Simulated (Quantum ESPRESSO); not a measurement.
**Magnetic state of TlFe2S2 from several starts**

Aim: find out which collinear order of TlFe2S2 costs least.

Main program and level: Quantum ESPRESSO 7.5; LDA with U = 3.6 eV on Fe d (ortho-atomic projectors); plane waves with GBRV 1.5 LDA potentials, no spin-orbit coupling.

## Step 1: Set-up

The structure is tetragonal, space group I4/mmm (No. 139). Conventional cell: a = 3.626 Å, b = 3.626 Å, c = 14.529 Å, α = 90.00°, β = 90.00°, γ = 90.00°. Nearest to Tl lie 8 S at 3.34 Å and 4 Tl at 3.63 Å. Nearest to Fe lie 4 S at 2.35 Å and 4 Fe at 2.56 Å. Nearest to S lie 4 Fe at 2.35 Å. Farther neighbours and most contacts between anions are not listed.

Coordinates:

```cif
data_structure
_symmetry_space_group_name_H-M 'P 1'
_symmetry_Int_Tables_number 1
_cell_length_a 7.7037
_cell_length_b 7.7037
_cell_length_c 7.7037
_cell_angle_alpha 152.776
_cell_angle_beta 152.776
_cell_angle_gamma 38.881
_cell_volume 95.51
loop_
_atom_site_label
_atom_site_type_symbol
_atom_site_fract_x
_atom_site_fract_y
_atom_site_fract_z
_atom_site_occupancy
Tl1 Tl 0.00000 0.00000 0.00000 1
Fe2 Fe 0.75000 0.25000 0.50000 1
Fe3 Fe 0.25000 0.75000 0.50000 1
S4 S 0.64728 0.64728 0.00000 1
S5 S 0.35272 0.35272 0.00000 1
```

The cell comes from Materials Project 2023-11-01, a database of computed structures, and need not be the stable phase.

The settings of this session are cheaper than careful work needs (see the inputs), so it shows what such settings give, not the properties of the crystal.

## Step 2: Start 1: ferro ++

The signs are those of the starting moments on the seeded atoms, the atoms that are given a moment.

Contents of pw.in:

```
&CONTROL
  calculation = 'scf'
  prefix = 'pwscf'
  outdir = './tmp'
  pseudo_dir = './pseudo'
  disk_io = 'nowf'
/
&SYSTEM
  ibrav = 0
  nat = 5
  ntyp = 3
  ecutwfc = 40
  ecutrho = 480
  nbnd = 42
  occupations = 'smearing'
  smearing = 'fd'
  degauss = 0.01469973
  nspin = 2
  starting_magnetization(1) = 0
  starting_magnetization(2) = 0.25
  starting_magnetization(3) = 0
/
&ELECTRONS
  conv_thr = 1d-08
  electron_maxstep = 150
  mixing_beta = 0.3
/
ATOMIC_SPECIES
Tl    204.3800 tl_lda_v1.2.uspp.F.UPF
Fe     55.8450 fe_lda_v1.5.uspp.F.UPF
S      32.0600 s_lda_v1.4.uspp.F.UPF
CELL_PARAMETERS bohr
  -3.4260961407    3.4260961407   13.7278474022
   3.4260961407   -3.4260961407   13.7278474022
   3.4260961407    3.4260961407  -13.7278474022
ATOMIC_POSITIONS crystal
Tl      0.0000000000    0.0000000000    0.0000000000
Fe      0.7500000000    0.2500000000    0.5000000000
Fe      0.2500000000    0.7500000000    0.5000000000
S       0.6472830000    0.6472830000    0.0000000000
S       0.3527170000    0.3527170000    0.0000000000
K_POINTS automatic
6 6 6 0 0 0
HUBBARD {ortho-atomic}
U Fe-3d 3.6000
```

The run is started by

```console
$ OMP_NUM_THREADS=1 mpirun -n 2 pw.x -nk 2 -in pw.in > pw.out
```

Output:

```text
Program PWSCF v.7.5 starts

     Message from routine setup:
     using ibrav=0 with symmetry is DISCOURAGED, use correct ibrav instead

     K-points division:     npool     =       2
     Subspace diagonalization in iterative solution of the eigenvalue problem:

     G-vector sticks info
     --------------------
     sticks:   dense  smooth     PW     G-vecs:    dense   smooth      PW
     Sum        5075    1697    615               114403    22091    4869

     Using Slab Decomposition

     bravais-lattice index     =            0
     lattice parameter (alat)  =      14.5578  a.u.
     unit-cell volume          =     644.5573 (a.u.)^3
     number of atoms/cell      =            5
     number of atomic types    =            3
     number of electrons       =        57.00
     number of Kohn-Sham states=           42
     kinetic-energy cutoff     =      40.0000  Ry
     charge density cutoff     =     480.0000  Ry
     scf convergence threshold =      1.0E-08
     mixing beta               =       0.3000
     number of iterations used =            8  plain     mixing
     Exchange-correlation=  SLA  PZ   NOGX NOGC
                           (   1   1   0   0   0   0   0)
     Hubbard projectors: ortho-atomic
     Hubbard parameters of DFT+U (Dudarev formulation) in eV:
     U(Fe-3d) =  3.6000

     Internal variables: lda_plus_u =T, lda_plus_u_kind = 0

     Internal variables: orbital_resolved =F, hub_pot_fix =F, apply_U = F

     celldm(1)=  14.557818  celldm(2)=   0.000000  celldm(3)=   0.000000
     celldm(4)=   0.000000  celldm(5)=   0.000000  celldm(6)=   0.000000

     crystal axes: (cart. coord. in units of alat)
               a(1) = (  -0.235344   0.235344   0.942988 )
               a(2) = (   0.235344  -0.235344   0.942988 )
               a(3) = (   0.235344   0.235344  -0.942988 )

     reciprocal axes: (cart. coord. in units 2 pi/alat)
               b(1) = (  0.000000  2.124549  0.530229 )
               b(2) = (  2.124549  0.000000  0.530229 )
               b(3) = (  2.124549  2.124549  0.000000 )

     PseudoPot. # 1 for Tl read from file:
     tl_lda_v1.2.uspp.F.UPF
     Pseudo is Ultrasoft + core correction, Zval = 13.0
     Generated by new atomic code, or converted to UPF format
     Using radial grid of  899 points,  6 beta functions with:
                l(1) =   0
                l(2) =   0
                l(3) =   1
                l(4) =   1
                l(5) =   2
                l(6) =   2
     Q(r) pseudized with  6 coefficients,  rinner =    1.100   1.100   1.100
                                                       1.100   1.100

     PseudoPot. # 2 for Fe read from file:
     fe_lda_v1.5.uspp.F.UPF
     Pseudo is Ultrasoft + core correction, Zval = 16.0
     Generated by new atomic code, or converted to UPF format
     Using radial grid of  861 points,  6 beta functions with:
                l(1) =   0
                l(2) =   0
                l(3) =   1
                l(4) =   1
                l(5) =   2
                l(6) =   2
     Q(r) pseudized with  8 coefficients,  rinner =    1.000   1.000   1.000
                                                       1.000   1.000

     PseudoPot. # 3 for S  read from file:
     s_lda_v1.4.uspp.F.UPF
     Pseudo is Ultrasoft + core correction, Zval =  6.0
     Generated by new atomic code, or converted to UPF format
     Using radial grid of  907 points,  6 beta functions with:
                l(1) =   0
                l(2) =   0
                l(3) =   1
                l(4) =   1
                l(5) =   2
                l(6) =   2
     Q(r) pseudized with  8 coefficients,  rinner =    1.300   1.300   1.300
                                                       1.300   1.300

     atomic species   valence    mass     pseudopotential
     Tl               13.00   204.38000     Tl( 1.00)
     Fe               16.00    55.84500     Fe( 1.00)
     S                 6.00    32.06000     S ( 1.00)

     Starting magnetic structure
     atomic species   magnetization
     Tl              0.000
     Fe              0.250
     S               0.000

     16 Sym. Ops., with inversion, found

   Cartesian axes

     site n.     atom                  positions (alat units)
         1        Tl     tau(   1) = (   0.0000000   0.0000000   0.0000000  )
         2        Fe     tau(   2) = (   0.0000000   0.2353441   0.4714940  )
         3        Fe     tau(   3) = (   0.2353441   0.0000000   0.4714940  )
         4        S      tau(   4) = (  -0.0000000   0.0000000   1.2207602  )
         5        S      tau(   5) = (   0.0000000   0.0000000   0.6652158  )

     number of k points=    30  Fermi-Dirac smearing, width (Ry)=  0.0147
                       cart. coord. in units 2pi/alat
        k(    1) = (   0.0000000   0.0000000   0.0000000), wk =   0.0046296
        k(    2) = (   0.3540915   0.3540915   0.0000000), wk =   0.0185185
        k(    3) = (   0.7081830   0.7081830   0.0000000), wk =   0.0185185
        k(    4) = (  -1.0622745  -1.0622745   0.0000000), wk =   0.0092593
        k(    5) = (   0.3540915   0.0000000   0.0883716), wk =   0.0370370
        [... 25 further k-points ...]

     Dense  grid:   114403 G-vectors     FFT dimensions: ( 108, 108, 108)

     Smooth grid:    22091 G-vectors     FFT dimensions: (  60,  60,  60)

     Check: negative core charge=   -0.000009
     Generating pointlists ...
     new r_m :   0.1788 (alat units)  2.6033 (a.u.) for type    1
     new r_m :   0.1257 (alat units)  1.8305 (a.u.) for type    2
     new r_m :   0.1257 (alat units)  1.8305 (a.u.) for type    3

     Initial potential from superposition of free atoms

     starting charge      54.9965, renormalised to      57.0000

     negative rho (up, down):  2.515E-02 2.515E-02

     STARTING HUBBARD OCCUPATIONS:

     =================== HUBBARD OCCUPATIONS ===================
     ------------------------ ATOM    2 ------------------------
     Tr[ns(  2)] (up, down, total) =   5.00000  0.00000  5.00000
     Atomic magnetic moment for atom   2 =   5.00000
     [... lines left out ...]
     ------------------------ ATOM    3 ------------------------
     Tr[ns(  3)] (up, down, total) =   5.00000  0.00000  5.00000
     Atomic magnetic moment for atom   3 =   5.00000
     [... lines left out ...]
     Number of occupied Hubbard levels =   10.0000

     Atomic wfc used for Hubbard projectors are orthogonalized

     Starting wfcs are   43 randomized atomic wfcs

     Self-consistent Calculation

     iteration #  1     ecut=    40.00 Ry     beta= 0.30
     Davidson diagonalization with overlap
     ethr =  1.00E-02,  avg # of iterations =  5.8

     =================== HUBBARD OCCUPATIONS ===================
     ------------------------ ATOM    2 ------------------------
     Tr[ns(  2)] (up, down, total) =   4.85558  2.33035  7.18593
     Atomic magnetic moment for atom   2 =   2.52524
     [... lines left out ...]
     ------------------------ ATOM    3 ------------------------
     Tr[ns(  3)] (up, down, total) =   4.85558  2.33035  7.18593
     Atomic magnetic moment for atom   3 =   2.52524
     [... lines left out ...]
     Number of occupied Hubbard levels =   14.3719

     negative rho (up, down):  2.605E-02 2.589E-02

     total energy              =    -691.19541411 Ry
     estimated scf accuracy    <       6.85205474 Ry

     total magnetization       =     5.19 Bohr mag/cell
     absolute magnetization    =     5.59 Bohr mag/cell

     iteration #  2     ecut=    40.00 Ry     beta= 0.30
     Davidson diagonalization with overlap
     ethr =  1.00E-02,  avg # of iterations =  2.5

     negative rho (up, down):  2.580E-02 2.567E-02

     total energy              =    -691.10957746 Ry
     estimated scf accuracy    <      19.09339015 Ry

     total magnetization       =     7.35 Bohr mag/cell
     absolute magnetization    =     7.65 Bohr mag/cell

     iteration #  3     ecut=    40.00 Ry     beta= 0.30
     Davidson diagonalization with overlap
     ethr =  1.00E-02,  avg # of iterations =  1.9

     negative rho (up, down):  2.538E-02 2.526E-02

     total energy              =    -693.36713860 Ry
     estimated scf accuracy    <       0.52922545 Ry

     total magnetization       =     5.94 Bohr mag/cell
     absolute magnetization    =     6.04 Bohr mag/cell

     [... further iterations left out ...]

     iteration # 16     ecut=    40.00 Ry     beta= 0.30
     Davidson diagonalization with overlap
     ethr =  1.44E-08,  avg # of iterations =  3.0

     negative rho (up, down):  2.413E-02 2.421E-02

     total energy              =    -693.42702686 Ry
     estimated scf accuracy    <       0.00000449 Ry

     total magnetization       =     6.84 Bohr mag/cell
     absolute magnetization    =     6.98 Bohr mag/cell

     iteration # 17     ecut=    40.00 Ry     beta= 0.30
     Davidson diagonalization with overlap
     ethr =  7.88E-09,  avg # of iterations =  2.2

     negative rho (up, down):  2.413E-02 2.422E-02

     total energy              =    -693.42703287 Ry
     estimated scf accuracy    <       0.00000018 Ry

     total magnetization       =     6.85 Bohr mag/cell
     absolute magnetization    =     6.98 Bohr mag/cell

     iteration # 18     ecut=    40.00 Ry     beta= 0.30
     Davidson diagonalization with overlap
     ethr =  3.16E-10,  avg # of iterations =  4.2

     negative rho (up, down):  2.413E-02 2.422E-02

     total energy              =    -693.42703307 Ry
     estimated scf accuracy    <       0.00000003 Ry

     total magnetization       =     6.85 Bohr mag/cell
     absolute magnetization    =     6.98 Bohr mag/cell

     iteration # 19     ecut=    40.00 Ry     beta= 0.30
     Davidson diagonalization with overlap
     ethr =  4.69E-11,  avg # of iterations =  4.3

     negative rho (up, down):  2.413E-02 2.421E-02

     Magnetic moment per site  (integrated on atomic sphere of radius R)
     atom   1 (R=0.179)  charge= 11.5305  magn=  0.0219
     atom   2 (R=0.126)  charge= 14.0912  magn=  3.1293
     atom   3 (R=0.126)  charge= 14.0912  magn=  3.1293
     atom   4 (R=0.126)  charge=  3.9740  magn=  0.1255
     atom   5 (R=0.126)  charge=  3.9740  magn=  0.1255

     End of self-consistent calculation

     =================== HUBBARD OCCUPATIONS ===================
     ------------------------ ATOM    2 ------------------------
     Tr[ns(  2)] (up, down, total) =   4.81874  1.55405  6.37279
     Atomic magnetic moment for atom   2 =   3.26469
     [... lines left out ...]
     ------------------------ ATOM    3 ------------------------
     Tr[ns(  3)] (up, down, total) =   4.81874  1.55405  6.37279
     Atomic magnetic moment for atom   3 =   3.26469
     [... lines left out ...]
     Number of occupied Hubbard levels =   12.7456

     [... lines left out ...]
     the Fermi energy is    10.1553 ev

!    total energy              =    -693.42703331 Ry
     estimated scf accuracy    <          8.5E-09 Ry
     smearing contrib. (-TS)   =      -0.02306237 Ry
     internal energy E=F+TS    =    -693.40397093 Ry

     The total energy is F=E-TS. E is the sum of the following terms:
     one-electron contribution =    -511.69099714 Ry
     hartree contribution      =     283.59983374 Ry
     xc contribution           =    -136.62410781 Ry
     ewald contribution        =    -328.98714352 Ry
     Hubbard energy            =       0.29844380 Ry

     total magnetization       =     6.85 Bohr mag/cell
     absolute magnetization    =     6.98 Bohr mag/cell

     convergence has been achieved in  19 iterations

=------------------------------------------------------------------------------=
   JOB DONE.
=------------------------------------------------------------------------------=
```

Wall time 6 min (2 MPI ranks of Arm Neoverse V1, shared host); peak memory 0.89 GiB.

Spin moment in the atom's sphere by atom:

```
atom  spin moment in the atom's sphere (μB)
 Tl1                                   0.02
 Fe2                                   3.13
 Fe3                                   3.13
  S4                                   0.13
  S5                                   0.13
```

Numbers from this step:

```yaml
smearing_term_ts: 0.3138 eV
magnetization: 6.846 μB
absolute_magnetization: 6.983 μB
final_state: ferromagnetic
```

Spin density in the ac plane of the conventional cell at fractional y = 0.000, with atoms of Tl and Fe and S within 0.2 Å of it.

Values in e/Å³, 24 rows by 14 columns, each cell a mean:
```
0.0 0.0 0.0 0.0 0.0 0.0 0.0 0.0 0.0 0.0 0.0 0.0 0.0 0.0
0.0 0.0 0.0 0.0 0.0 0.0 0.0 0.0 0.0 0.0 0.0 0.0 0.0 0.0
0.0 0.0 0.0 0.0 0.0 0.0 0.0 0.0 0.0 0.0 0.0 0.0 0.0 0.0
0.0 0.0 0.0 0.0 0.0 0.0 0.0 0.0 0.0 0.0 0.0 0.0 0.0 0.0
0.0 0.0 0.0 0.0 0.1 0.2 0.3 0.3 0.3 0.1 0.1 0.0 0.0 0.0
0.0 0.0 0.0 0.1 0.4 1.7 4.1 5.1 3.3 1.0 0.3 0.1 0.0 0.0
0.0 0.0 0.0 0.1 0.3 1.2 2.7 3.3 2.2 0.7 0.2 0.0 0.0 0.0
0.0 0.0 0.0 0.0 0.0 0.1 0.1 0.1 0.1 0.1 0.0 0.0 0.0 0.0
0.0 0.0 0.0 0.0 0.0 0.0 0.0 0.0 0.0 0.0 0.0 0.0 0.0 0.0
0.0 0.0 0.0 0.0 0.0 0.0 0.0 0.0 0.0 0.0 0.0 0.0 0.0 0.0
0.0 0.0 0.0 0.0 0.0 0.0 0.0 0.0 0.0 0.0 0.0 0.0 0.0 0.0
0.0 0.0 0.0 0.0 0.0 0.0 0.0 0.0 0.0 0.0 0.0 0.0 0.0 0.0
0.0 0.0 0.0 0.0 0.0 0.0 0.0 0.0 0.0 0.0 0.0 0.0 0.0 0.0
0.0 0.0 0.0 0.0 0.0 0.0 0.0 0.0 0.0 0.0 0.0 0.0 0.0 0.0
0.0 0.0 0.0 0.0 0.0 0.0 0.0 0.0 0.0 0.0 0.0 0.0 0.0 0.0
0.0 0.0 0.0 0.0 0.0 0.0 0.0 0.0 0.0 0.0 0.0 0.0 0.0 0.0
0.0 0.0 0.0 0.0 0.1 0.2 0.3 0.3 0.2 0.1 0.0 0.0 0.0 0.0
0.0 0.0 0.0 0.1 0.4 1.8 4.2 5.1 3.4 1.0 0.2 0.0 0.0 0.0
0.0 0.0 0.0 0.1 0.3 1.2 2.6 3.3 2.2 0.7 0.2 0.0 0.0 0.0
0.0 0.0 0.0 0.0 0.0 0.1 0.1 0.1 0.1 0.1 0.0 0.0 0.0 0.0
0.0 0.0 0.0 0.0 0.0 0.0 0.0 0.0 0.0 0.0 0.0 0.0 0.0 0.0
0.0 0.0 0.0 0.0 0.0 0.0 0.0 0.0 0.0 0.0 0.0 0.0 0.0 0.0
0.0 0.0 0.0 0.0 0.0 0.0 0.0 0.0 0.0 0.0 0.0 0.0 0.0 0.0
0.0 0.0 0.0 0.0 0.0 0.0 0.0 0.0 0.0 0.0 0.0 0.0 0.0 0.0
```
Columns run along a (3.6 Å), rows up along c (14.5 Å), edges of the conventional cell, whose origin can differ from the input's. Atoms in or near the plane, at fractional coordinates: Tl at (0.00, 0.00), Fe at (0.50, 0.75), Fe at (0.50, 0.25), S at (0.00, 0.65), S at (0.00, 0.35).

Valence density in the ac plane of the conventional cell at fractional y = 0.000, with atoms of Tl and Fe and S within 0.2 Å of it. It is the smooth field of the valence electrons, not physical close to the nuclei.

Ten steps, logarithmic in the rise over the least value, from '_' (0 e/Å³) to '@' (19 e/Å³), each cell a mean:
```
****++==::________..::==****
----::..____________....::--
____________________________
____________________________
________..::====--::..______
__....::==##@@@@@@**--......
::::::::--**%%@@%%++--::::::
--------::::::::::::::------
----==--::..______..::------
------::..__________..::----
....____________________....
____________________________
____________________________
::....________________....::
------::..________..::------
----==--::....__....::------
------::::--====--::::------
......::==##@@@@@@**--::....
____....--**%%@@%%++::..____
________....::::::..________
____________________________
..__________________________
++==--::..__________..::====
==****==::..______..--++****
```
Columns run along a (3.6 Å), rows up along c (14.5 Å), edges of the conventional cell, whose origin can differ from the input's. Atoms in or near the plane, at fractional coordinates: Tl at (0.00, 0.00), Fe at (0.50, 0.75), Fe at (0.50, 0.25), S at (0.00, 0.65), S at (0.00, 0.35).

(Part 1 of 2 ends here.)

[Logs and program files are shortened in this print: banners, set-up blocks, solver, clock and traceback lines can be left out without a mark of their own.]

[Logs are printed without paths, hosts, clocks, repeated set-up lines and the standing remarks that a program may print on its own settings, such as how far it seeks lower states.]

[Hosts, paths, dates, database ids (printed as entryN), source tags and the programs' standing remarks are cut or masked in the printed files.]

[Where a cell is said to come from a database of computed structures, the database is the Materials Project.]
